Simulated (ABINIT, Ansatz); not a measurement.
# BaTiB2O6 (R-3): one start, several treatments of the self-energy

Aim: compare treatments of exchange, screening and correlation for the gap of BaTiB2O6 (R-3).

Calculated with ABINIT 10.8.3; LDA and many-body steps on it, plane waves.

This is a report of a sequence of runs, with most program output left out.

**1. The structure**

Symmetry: R-3, No. 148, trigonal system. The conventional cell has a = 5.021 Å, b = 5.021 Å, c = 16.384 Å, α = 90.00°, β = 90.00°, γ = 120.00°. Nearest to Ba lie 12 O at 2.85 to 3.10 Å. Ti has 6 O at 1.92 Å nearest. B has 3 O at 1.37 Å nearest. Nearest to O lie 1 B at 1.37 Å and 1 Ti at 1.92 Å and 2 Ba at 2.85 to 3.10 Å. Farther neighbours and most contacts between anions are not listed.

The cell and positions come from the Crystallography Open Database and are kept as given unless a step says otherwise. Spin-orbit coupling is left out unless a step names it.

**2. Empty states on the mesh, 2×2×2 mesh, 247 bands**

This step: ABINIT 10.8.3; DFT, LDA, plane waves, norm-conserving pseudopotentials.

The sums over transitions need many empty states on a uniform mesh; this step solves for them.

run.abi

```
acell 3*1.0 Angstrom
rprim 
  2.510250000000 1.449293513209 5.461466666706
  -2.510250000000 1.449293513209 5.461466666706
  0.000000000000 -2.898587026491 5.461466666687
ntypat 4
znucl 56 22 5 8
natom 10
typat 1 2 3 3 4 4 4 4 4 4
xred 
  0.000000000000 0.000000000000 0.000000000000
  0.500000000000 0.500000000000 0.500000000000
  0.765800000000 0.765800000000 0.765800000000
  0.234200000000 0.234200000000 0.234200000000
  0.076700000000 0.577400000000 0.636400000000
  0.636400000000 0.076700000000 0.577400000000
  0.577400000000 0.636400000000 0.076700000000
  0.923300000000 0.422600000000 0.363600000000
  0.363600000000 0.923300000000 0.422600000000
  0.422600000000 0.363600000000 0.923300000000
pp_dirpath "pseudos"
pseudos "Ba.upf, Ti.upf, B.upf, O.upf"
ecut 38
ngkpt 2 2 2
nshiftk 1
shiftk 0 0 0
kptopt 1
chksymbreak 0
iscf -2
irdden 1
istwfk *1
nband 247
nbdbuf 22
tolwfr 1e-09
nstep 60
prtvol 0
indata_prefix "in"
outdata_prefix "out"
tmpdata_prefix "tmp"
```

The run is started by

```
OMP_NUM_THREADS=1 mpirun -n 4 abinit run.abi > log
```

The job ended after 5.2 min (4 MPI ranks of Intel Xeon Platinum 8259CL at 2.50GHz (Skylake/Cascade Lake), shared host; peak memory 0.59 GiB; 21 min of CPU time).

Numbers from this step:

* gap: 2.492 eV
* k of the valence top: 0.5, 0.5, 0.5
* k of the conduction bottom: 0, 0, 0
* least direct gap: 2.494 eV
* k points computed: 4
* lowest point of the top converged band, above the valence top: 71.2122 eV

On this mesh the gap is 2.492 eV.

The density comes from a self-consistent run that is not shown.

**3. Screening, 2×2×2 mesh, 111 bands, screening to 114.3 eV**

The RPA dielectric matrix is built and inverted for each q.

This step: RPA screening on LDA, plane waves, norm-conserving pseudopotentials.

run.abi, as its differences from that of step 2:

```diff
@@ -28,10 +28,11 @@
 chksymbreak 0
-iscf -2
-irdden 1
 istwfk *1
-nband 247
-nbdbuf 22
-tolwfr 1e-09
-nstep 60
-prtvol 0
+occopt 1
+irdwfk 1
+optdriver 3
+nband 111
+ecuteps 4.2
+inclvkb 2
+awtr 1
+symchi 1
 indata_prefix "in"
```

Run time: 2.2 min. Hardware: 4 MPI ranks; peak memory 1.9 GiB.

This step gave:

```
ε∞ with local fields, on this mesh, along the program's q direction : 4.214
the same without local fields                                       : 4.662
plasma frequency                                                    : 27.21 eV
plane waves in the screening matrix                                 : 333
```

Local fields lower ε∞ by 10 %. On a Γ-centred mesh this coarse the value itself is usually too large, while a short band sum pulls it down.

**4. G0W0, Godby-Needs plasmon pole**

The self-energy is evaluated for the states that the input lists, and the levels follow from it, in one-shot runs by the linearised quasiparticle equation.

This step: G0W0 on LDA, plane waves, norm-conserving pseudopotentials.

run.abi, as its differences from that of step 3:

```diff
@@ -31,8 +31,17 @@
 irdwfk 1
-optdriver 3
+optdriver 4
 nband 111
+gwcalctyp 0
+ecutsigx 38
+symsigma 1
+nkptgw 2
+kptgw 
+  0.5000000000 0.5000000000 0.5000000000
+  0.0000000000 0.0000000000 0.0000000000
+bdgw 
+  31 35
+  31 35
 ecuteps 4.2
-inclvkb 2
-awtr 1
-symchi 1
+irdscr 1
+ppmodel 1
 indata_prefix "in"
```

Elapsed: 25 s, on 4 MPI ranks; peak memory 1.8 GiB.

This step gave:

* G0W0 gap on the points computed: 5.018 eV
* starting gap on the mesh: 2.492 eV
* k of the valence top: 0, 0, 0
* k of the conduction bottom: 0.5, 0.5, 0.5
* Z at the valence top: 0.787
* Z at the conduction bottom: 0.791
* least direct G0W0 gap on the computed points: 5.019 eV

The gap on the mesh goes from 2.49 eV to 5.02 eV, a correction of +2.53 eV.

**5. G0W0, von der Linden-Horsch plasmon pole**

run.abi, as its differences from that of step 4:

```diff
@@ -45,3 +45,3 @@
 irdscr 1
-ppmodel 1
+ppmodel 3
 indata_prefix "in"
```

Run time: 23 s. Hardware: 4 MPI ranks; peak memory 1.7 GiB.

Numbers from this step:

* G0W0 gap on the points computed: 5.258 eV
* starting gap on the mesh: 2.492 eV
* k of the valence top: 0.5, 0.5, 0.5
* k of the conduction bottom: 0.5, 0.5, 0.5
* Z at the valence top: 0.858
* Z at the conduction bottom: 0.864
* least direct G0W0 gap on the computed points: 5.258 eV

Against G0W0 in ABINIT (2×2×2 mesh, 111 bands, screening to 114.3 eV, Godby-Needs plasmon pole), the gap moves by +0.240 eV.

**6. G0W0, Hybertsen-Louie plasmon pole**

run.abi, as its differences from that of step 5:

```diff
@@ -45,3 +45,3 @@
 irdscr 1
-ppmodel 3
+ppmodel 2
 indata_prefix "in"
```

The job ended after 26 s (4 MPI ranks; peak memory 1.8 GiB; 1.7 min of CPU time).

This step gave:

* G0W0 gap on the points computed: 5.956 eV
* starting gap on the mesh: 2.492 eV
* k of the valence top: 0.5, 0.5, 0.5
* k of the conduction bottom: 0.5, 0.5, 0.5
* least direct G0W0 gap on the computed points: 5.956 eV

Against G0W0 in ABINIT (2×2×2 mesh, 111 bands, screening to 114.3 eV, Godby-Needs plasmon pole), the gap moves by +0.938 eV.

**7. One-shot COHSEX**

This step: one-shot COHSEX on LDA, plane waves, norm-conserving pseudopotentials.

run.abi, as its differences from that of step 6:

```diff
@@ -33,3 +33,3 @@
 nband 111
-gwcalctyp 0
+gwcalctyp 7
 ecutsigx 38
@@ -45,3 +45,2 @@
 irdscr 1
-ppmodel 2
 indata_prefix "in"
```

Elapsed: 14 s, on 4 MPI ranks; peak memory 1.7 GiB.

This step gave:

```
quasiparticle gap on the points computed              : 5.5 eV
starting gap on the mesh                              : 2.492 eV
k of the valence top                                  : 0, 0, 0
k of the conduction bottom                            : 0.5, 0.5, 0.5
least direct quasiparticle gap on the computed points : 5.503 eV
```

Against G0W0 in ABINIT (2×2×2 mesh, 111 bands, screening to 114.3 eV, Godby-Needs plasmon pole), the gap moves by +0.482 eV.

**8. One-shot Hartree-Fock**

This step: one-shot Hartree-Fock on LDA, plane waves, norm-conserving pseudopotentials.

run.abi, as its differences from that of step 7:

```diff
@@ -32,4 +32,4 @@
 optdriver 4
-nband 111
-gwcalctyp 7
+nband 36
+gwcalctyp 5
 ecutsigx 38
@@ -43,4 +43,4 @@
   31 35
-ecuteps 4.2
-irdscr 1
+ixc_sigma 40
+fftgw 31
 indata_prefix "in"
```

Run time: 19 s. Hardware: 4 MPI ranks; peak memory 1.6 GiB; 74 s of CPU time.

Numbers from this step:

```yaml
quasiparticle_gap_on_the_points_computed: 15.59 eV
starting_gap_on_the_mesh: 2.492 eV
k_of_the_valence_top: 0, 0, 0
k_of_the_conduction_bottom: 0.5, 0.5, 0.5
least_direct_quasiparticle_gap_on_the_computed_points: 15.60 eV
```

Against G0W0 in ABINIT (2×2×2 mesh, 111 bands, screening to 114.3 eV, Godby-Needs plasmon pole), the gap moves by +10.573 eV.

**9. Screening, 2×2×2 mesh, 111 bands, screening to 114.3 eV**

This step: RPA screening on LDA, plane waves, norm-conserving pseudopotentials.

run.abi, as its differences from that of step 8:

```diff
@@ -31,16 +31,14 @@
 irdwfk 1
-optdriver 4
-nband 36
-gwcalctyp 5
-ecutsigx 38
-symsigma 1
-nkptgw 2
-kptgw 
-  0.5000000000 0.5000000000 0.5000000000
-  0.0000000000 0.0000000000 0.0000000000
-bdgw 
-  31 35
-  31 35
-ixc_sigma 40
-fftgw 31
+optdriver 3
+nband 111
+ecuteps 4.2
+inclvkb 2
+awtr 1
+symchi 1
+gwcalctyp 2
+nfreqre 16
+freqremax 40 eV
+nfreqim 8
+spmeth 1
+nomegasf 120
 indata_prefix "in"
```

Wall time 2 min (4 MPI ranks); peak memory 2.6 GiB; 7.8 min of CPU time.

Numbers from this step:

- ε∞ with local fields, on this mesh, along the program's q direction: 4.232
- the same without local fields: 4.684
- plasma frequency: 27.21 eV
- plane waves in the screening matrix: 333

**10. G0W0, contour deformation**

This step: G0W0 on LDA, plane waves, norm-conserving pseudopotentials.

run.abi, as its differences from that of step 9:

```diff
@@ -31,14 +31,16 @@
 irdwfk 1
-optdriver 3
+optdriver 4
 nband 111
+gwcalctyp 2
+ecutsigx 38
+symsigma 1
+nkptgw 2
+kptgw 
+  0.5000000000 0.5000000000 0.5000000000
+  0.0000000000 0.0000000000 0.0000000000
+bdgw 
+  31 35
+  31 35
 ecuteps 4.2
-inclvkb 2
-awtr 1
-symchi 1
-gwcalctyp 2
-nfreqre 16
-freqremax 40 eV
-nfreqim 8
-spmeth 1
-nomegasf 120
+irdscr 1
 indata_prefix "in"
```

It took 24 s on 4 MPI ranks; peak memory 1.9 GiB; 95 s of CPU time.

This step gave:

| Item | Value |
| --- | --- |
| G0W0 gap on the points computed | 4.935 eV |
| starting gap on the mesh | 2.492 eV |
| k of the valence top | 0, 0, 0 |
| k of the conduction bottom | 0.5, 0.5, 0.5 |
| least direct G0W0 gap on the computed points | 4.936 eV |

Against G0W0 in ABINIT (2×2×2 mesh, 111 bands, screening to 114.3 eV, Godby-Needs plasmon pole), the gap moves by −0.083 eV.

**11. Side by side**

Times are wall times on 4 MPI ranks of Intel Xeon Platinum 8259CL at 2.50GHz (Skylake/Cascade Lake), shared host, good to a factor of about two. A run's time includes the screening step that it read.

```
                                     run   mesh  bands  screening cutoff (eV)  DFT gap (eV)  gap on the mesh (eV)  direct (eV)  ε∞ used     time
          G0W0, Godby-Needs plasmon pole  2×2×2    111                  114.3         2.492                 5.018        5.019     4.21  2.6 min
G0W0, von der Linden-Horsch plasmon pole  2×2×2    111                  114.3         2.492                 5.258        5.258     4.21  2.5 min
      G0W0, Hybertsen-Louie plasmon pole  2×2×2    111                  114.3         2.492                 5.956        5.956     4.21  2.6 min
                         one-shot COHSEX  2×2×2    111                  114.3         2.492                 5.500        5.503     4.21  2.4 min
                   one-shot Hartree-Fock  2×2×2      -                      -         2.492                15.591       15.604        -     19 s
               G0W0, contour deformation  2×2×2    111                  114.3         2.492                 4.935        4.936     4.23  2.4 min
```

**12. What came out**

- G0W0, Godby-Needs plasmon pole: 5.018 eV
- G0W0, von der Linden-Horsch plasmon pole: 5.258 eV
- G0W0, Hybertsen-Louie plasmon pole: 5.956 eV
- one-shot COHSEX: 5.500 eV
- one-shot Hartree-Fock: 15.591 eV
- G0W0, contour deformation: 4.935 eV
- known limits: not at the basis limit; no spin-orbit coupling; coarse k mesh

In words: G0W0, von der Linden-Horsch plasmon pole: +0.240 eV against G0W0, Godby-Needs plasmon pole. G0W0, Hybertsen-Louie plasmon pole: +0.938 eV against G0W0, Godby-Needs plasmon pole. One-shot COHSEX: +0.482 eV against G0W0, Godby-Needs plasmon pole. One-shot Hartree-Fock: +10.573 eV against G0W0, Godby-Needs plasmon pole. G0W0, contour deformation: −0.083 eV against G0W0, Godby-Needs plasmon pole. Bare exchange alone opens the gap to 15.59 eV; against G0W0, correlation takes back 10.57 eV. Bands and cutoff are finite, so the gap is not at the basis limit. The miss can reach some tenths of an eV and take either sign; the mesh is an error of its own. In the G0W0 runs levels were corrected at 2 k points alone, so a gap called «on the mesh» is the least over those, and an edge elsewhere would be missed. The 2×2×2 mesh is coarse for this cell, which bears on the long-range parts of exchange and screening. The many-body steps are scalar-relativistic: spin-orbit coupling is not in them.

[Paths, hosts, dates, memory and timing lines, banners, echoed tables and standing remarks are left out of the program output.]

[Logs are printed without paths, hosts, clocks, repeated set-up lines and the standing remarks that a program may print on its own settings, such as how far it seeks lower states.]

[Runs of the session that timed out or met a known fault of the program may be left out.]

[Hosts, paths, dates, database ids (printed as entryN), source tags and the programs' standing remarks are cut or masked in the printed files.]

[G0W0 gaps are taken among the corrected bands and points alone; a level outside them can change the order at an edge.]

[Where Ansatz stands beside ABINIT at settings called matched, ABINIT's density can come from a denser mesh and the files from another edition; pairs whose starting gaps differed by over 0.03 eV were left out, so agreement reads better than it is.]
